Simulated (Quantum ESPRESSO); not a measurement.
# CaHf (Pm-3m): phonons by linear response, part 3 of 3

How does CaHf (Pm-3m) vibrate, and is this structure a minimum?

Quantum ESPRESSO 7.5; DFT LDA, scalar-relativistic, plane waves, PseudoDojo norm-conserving pseudopotentials.

So far, lowest frequency on the path (cm⁻¹): step 8 (dispersion) -75.0. Also highest frequency (cm⁻¹): step 8 193. The relaxed cell has a = 3.702 Å (conventional setting).

The structure was built from a prototype and need not be the compound's stable phase.

### Step 9. Sums over the zone

Sums over the zone need many more wavevectors than were solved, so the interpolation is sampled on a dense mesh.

The input, matdyn.in:

```
 &input
    asr='simple',
    flfrc='x.fc',
    dos=.true.,
    fldos='x.dos',
    nk1=12,
    nk2=12,
    nk3=12,
    deltaE=0.3,
 /
```

Run with:

```console
> matdyn.x -in matdyn.in > matdyn.out
```

The program printed:

```text
[banner, memory and clock lines left out]
Program MATDYN v.7.5

 mass for atomic type   1 not given; uses mass from file x.fc
 mass for atomic type   2 not given; uses mass from file x.fc
     Message from routine matdyn:
     Z* not found in file x.fc, TO-LO splitting at q=0 will be absent!

Note: The following floating-point exceptions are signalling: IEEE_UNDERFLOW_FLAG
```

The job ended after 4.2 s (1 thread of Arm Neoverse V1, shared host).

This step gave:

```yaml
share_of_modes_beyond_3i_cm_minus1_on_the_dense_interpolated_mesh: 0.2141
```

The phonon density of states has structure finer than the step of the table below, so its rows give means over 5 cm⁻¹, whole bins alone (the curve runs from -75.0 to 192 cm⁻¹). Peaks (cm⁻¹: height): total -58.5: 0.0397, 61.5: 0.0496, 172.5: 0.0770, 184.5: 0.144; Ca 172.5: 0.0715, 184.5: 0.129; Hf -58.5: 0.0358, 61.5: 0.0477, 184.5: 0.0158.

Tetrahedra. The phonon density of states by wavenumber; means over each step; values in 1/cm⁻¹/cell:

| wavenumber (cm⁻¹) | total | Ca | Hf |
| --- | --- | --- | --- |
| -70 | 0.0149 | 0.00169 | 0.0132 |
| -65 | 0.0248 | 0.00268 | 0.0221 |
| -60 | 0.0365 | 0.00369 | 0.0328 |
| -55 | 0.0362 | 0.00355 | 0.0326 |
| -50 | 0.0316 | 0.00304 | 0.0286 |
| -45 | 0.0270 | 0.00257 | 0.0244 |
| -40 | 0.0204 | 0.00206 | 0.0183 |
| -35 | 0.0154 | 0.00161 | 0.0138 |
| -30 | 0.0120 | 0.00124 | 0.0108 |
| -25 | 0.00936 | 9.1e-4 | 0.00845 |
| -20 | 0.00783 | 7.1e-4 | 0.00711 |
| -15 | 0.00705 | 5.9e-4 | 0.00646 |
| -10 | 0.00633 | 5.0e-4 | 0.00583 |
| -5 | 0.00619 | 4.6e-4 | 0.00572 |
| 0 | 0.00627 | 4.6e-4 | 0.00581 |
| 5 | 0.00661 | 4.9e-4 | 0.00611 |
| 10 | 0.00707 | 5.5e-4 | 0.00652 |
| 15 | 0.00769 | 6.2e-4 | 0.00706 |
| 20 | 0.00965 | 7.8e-4 | 0.00888 |
| 25 | 0.0116 | 9.6e-4 | 0.0106 |
| 30 | 0.0134 | 0.00117 | 0.0122 |
| 35 | 0.0159 | 0.00132 | 0.0146 |
| 40 | 0.0172 | 0.00134 | 0.0158 |
| 45 | 0.0197 | 0.00141 | 0.0183 |
| 50 | 0.0254 | 0.00142 | 0.0240 |
| 55 | 0.0327 | 0.00152 | 0.0312 |
| 60 | 0.0430 | 0.00176 | 0.0412 |
| 65 | 0.0376 | 0.00146 | 0.0361 |
| 70 | 0.0351 | 0.00101 | 0.0341 |
| 75 | 0.0325 | 5.5e-4 | 0.0320 |
| 80 | 0.0193 | 1.3e-4 | 0.0192 |
| 85 | 0.00156 | 1.5e-6 | 0.00156 |
| 90 | 0 | 0 | 0 |
| 95 | 0 | 0 | 0 |
| 100 | 0 | 0 | 0 |
| 105 | 0 | 0 | 0 |
| 110 | 0 | 0 | 0 |
| 115 | 0 | 0 | 0 |
| 120 | 0 | 0 | 0 |
| 125 | 0 | 0 | 0 |
| 130 | 0 | 0 | 0 |
| 135 | 0 | 0 | 0 |
| 140 | 0 | 0 | 0 |
| 145 | 0.00261 | 0.00260 | 1.1e-5 |
| 150 | 0.0408 | 0.0402 | 5.9e-4 |
| 155 | 0.0480 | 0.0464 | 0.00160 |
| 160 | 0.0520 | 0.0495 | 0.00256 |
| 165 | 0.0614 | 0.0581 | 0.00334 |
| 170 | 0.0648 | 0.0606 | 0.00416 |
| 175 | 0.0576 | 0.0530 | 0.00462 |
| 180 | 0.0643 | 0.0587 | 0.00561 |
| 185 | 0.127 | 0.115 | 0.0124 |

### Step 10. Zone-centre analysis

A rigid shift of the crystal must cost nothing, but grids and finite bases break this; the acoustic sum rule is imposed before the matrix is diagonalised again.

The input, dynmat.in:

```
 &input
    fildyn='x.dyn1',
    asr='simple',
    fileig='dynmat.eig',
 /
```

Run with:

```console
> dynmat.x -in dynmat.in > dynmat.out
```

The program printed:

```text
[banner, memory and clock lines left out]
Program DYNMAT v.7.5

     Reading Dynamical Matrix from file x.dyn1
     ...Force constants read
     ...epsilon and Z* not read (not found on file)
     A direction for q was not specified:TO-LO splitting will be absent

     Polarizability (A^3 units)
     multiply by 1.000000 for Clausius-Mossotti correction
         0.000000    0.000000    0.000000
         0.000000    0.000000    0.000000
         0.000000    0.000000    0.000000

     IR activities are in (D/A)^2/amu units

# mode   [cm-1]    [THz]      IR
    1     -0.00   -0.0000    0.0000
    2      0.00    0.0000    0.0000
    3      0.00    0.0000    0.0000
    4    183.89    5.5129    0.0000
    5    183.89    5.5129    0.0000
    6    183.89    5.5129    0.0000
```

Run time: 0.45 s. Hardware: 1 thread.

Unit eigenvectors of the mass-weighted matrix after the sum rule; no LO-TO term. Modes at Γ, with each element's share of the kinetic energy:

```
mode  frequency (cm⁻¹)  symmetry  Ca %  Hf %
   1               0.0  acoustic    18    82
   2               0.0  acoustic    18    82
   3               0.0  acoustic    18    82
   4             183.9       T1u    82    18
   5             183.9       T1u    82    18
   6             183.9       T1u    82    18
```

Displacements in mode 5 (183.9 cm⁻¹), the largest set to 1:
```
Ca1  0.00  0.00  1.00
Hf2  0.00  0.00 -0.22
```

The rule moves no optical mode by more than 0.1 cm⁻¹.

### Step 11. Sum rules set otherwise (asr no)

Without the rule the raw error of the acoustic modes shows.

The input, dynmat.in:

```
 &input
    fildyn='x.dyn1',
    asr='no',
    fileig='dynmat.eig',
 /
```

Run with:

```console
> dynmat.x -in dynmat.in > dynmat.out
```

The program printed:

```text
[banner, memory and clock lines left out]
Program DYNMAT v.7.5

     Reading Dynamical Matrix from file x.dyn1
     ...Force constants read
     ...epsilon and Z* not read (not found on file)
     A direction for q was not specified:TO-LO splitting will be absent

     Polarizability (A^3 units)
     multiply by 1.000000 for Clausius-Mossotti correction
         0.000000    0.000000    0.000000
         0.000000    0.000000    0.000000
         0.000000    0.000000    0.000000

     IR activities are in (D/A)^2/amu units

# mode   [cm-1]    [THz]      IR
    1      0.91    0.0273    0.0000
    2      0.91    0.0273    0.0000
    3      0.91    0.0273    0.0000
    4    183.88    5.5125    0.0000
    5    183.88    5.5125    0.0000
    6    183.88    5.5125    0.0000
```

Elapsed: 0.45 s, on 1 thread.

Zone-centre frequencies as printed; negative means imaginary. Modes:

| mode | frequency (cm⁻¹) |
| --- | --- |
| 1 | 0.91 |
| 2 | 0.91 |
| 3 | 0.91 |
| 4 | 183.9 |
| 5 | 183.9 |
| 6 | 183.9 |

Against the first rule no mode moves by more than 1.0 cm⁻¹.

### Step 12. Sum rules set otherwise: a sum rule for molecules or wires on a crystal

This rule also removes rotations, which suits molecules and not a crystal; it is tried to see the harm.

The input, dynmat.in:

```
 &input
    fildyn='x.dyn1',
    asr='zero-dim',
    fileig='dynmat.eig',
 /
```

Run with:

```console
> dynmat.x -in dynmat.in > dynmat.out
```

The program printed:

```text
[banner, memory and clock lines left out]
Program DYNMAT v.7.5

     Reading Dynamical Matrix from file x.dyn1
     ...Force constants read
     ...epsilon and Z* not read (not found on file)
     Acoustic Sum Rule: || Z*(ASR) - Z*(orig)|| =    0.000000E+00
     Acoustic Sum Rule: ||dyn(ASR) - dyn(orig)||=    2.369425E-01
     A direction for q was not specified:TO-LO splitting will be absent

     Polarizability (A^3 units)
     multiply by 1.000000 for Clausius-Mossotti correction
         0.000000    0.000000    0.000000
         0.000000    0.000000    0.000000
         0.000000    0.000000    0.000000

     IR activities are in (D/A)^2/amu units

# mode   [cm-1]    [THz]      IR
    1     -0.00   -0.0000    0.0000
    2     -0.00   -0.0000    0.0000
    3     -0.00   -0.0000    0.0000
    4      0.00    0.0000    0.0000
    5      0.00    0.0000    0.0000
    6    183.90    5.5131    0.0000
```

Run time: 0.45 s. Hardware: 1 thread.

The program raised no error, yet the settings are not those of a careful run.

The fault: a sum rule for molecules or wires on a crystal; 2 optical modes are projected out to zero frequency, as if they were rotations.

For a crystal the rule has to be 'simple' or 'crystal'.

Zone-centre frequencies as printed; negative means imaginary. Modes:

```csv
mode,frequency (cm⁻¹)
1,0
2,0
3,0
4,0
5,0
6,183.9
```

### Step 13. The dispersion under another sum rule (asr no)

The sum rule corrects the force constants themselves, so it can shift branches at any wavevector, low ones most.

The input, matdyn.in:

```
 &input
    asr='no',
    flfrc='x.fc',
    flfrq='x.freq',
    flvec='x.modes',
    q_in_band_form=.true.,
    q_in_cryst_coord=.true.,
 /
8
  0.0000000   0.0000000   0.0000000   8  ! GAMMA
  0.0000000   0.5000000   0.0000000   8  ! X
  0.5000000   0.5000000   0.0000000   8  ! M
  0.0000000   0.0000000   0.0000000   8  ! GAMMA
  0.5000000   0.5000000   0.5000000   8  ! R
  0.0000000   0.5000000   0.0000000   1  ! X
  0.5000000   0.5000000   0.5000000   8  ! R
  0.5000000   0.5000000   0.0000000   1  ! M
```

Run with:

```console
> matdyn.x -in matdyn.in > matdyn.out
```

The program printed:

```text
[banner, memory and clock lines left out]
Program MATDYN v.7.5

 mass for atomic type   1 not given; uses mass from file x.fc
 mass for atomic type   2 not given; uses mass from file x.fc
     Message from routine matdyn:
     Z* not found in file x.fc, TO-LO splitting at q=0 will be absent!
     Message from routine matdyn:
     Z* not found in file x.fc, TO-LO splitting at q=0 will be absent!

Note: The following floating-point exceptions are signalling: IEEE_UNDERFLOW_FLAG
```

Run time: 0.46 s. Hardware: 1 thread.

Numbers from this step:

```yaml
lowest_frequency_on_the_path: -75.01 cm⁻¹
```

At the labelled points the branches move by no more than 1.0 cm⁻¹.

### Step 14. Results

```json
{"space group after relaxation": "Pm-3m", "volume per atom": "25.4 Å³", "highest optical zone-centre mode (no LO-TO term)": "183.9 cm⁻¹", "q mesh": "2×2×2", "lowest mode on the q mesh (acoustic ones at the zone centre apart)": "-75.0 cm⁻¹", "imaginary modes on the q mesh": "yes"}
```

**Reading.** CaHf (Pm-3m) is unstable: a mode solved on the 2×2×2 mesh is imaginary, 75i cm⁻¹; its spectrum reaches 193 cm⁻¹. At the LDA level the optical modes of CaHf (Pm-3m) at the zone centre lie at 184 cm⁻¹. The most unstable solved mode lies at q = (0, -0.5, -0.5), on the zone boundary, so the distortion that it points to doubles the cell. These are harmonic frequencies at zero temperature: anharmonic shifts and linewidths and thermal expansion are left out. Spin-orbit coupling is left out, which can matter for the heavy elements here. In a metal the frequencies hang on the k mesh and the smearing, most of all near Kohn anomalies. The relaxation ran at 60 Ry, under the 72 Ry recommended for these files; the stress of so short a basis can leave the cell about one per cent too small. The q mesh stands for a supercell only 7.4 Å across, so branches between the solved wavevectors are rough. The structure is a hypothetical one, built on a prototype.

[Host names and launcher messages were left out of these logs when they were recorded.]

[Logs are printed without paths, hosts, clocks, repeated set-up lines and the standing remarks that a program may print on its own settings, such as how far it seeks lower states.]

[Hosts, paths, dates, database ids (printed as entryN), source tags and the programs' standing remarks are cut or masked in the printed files.]
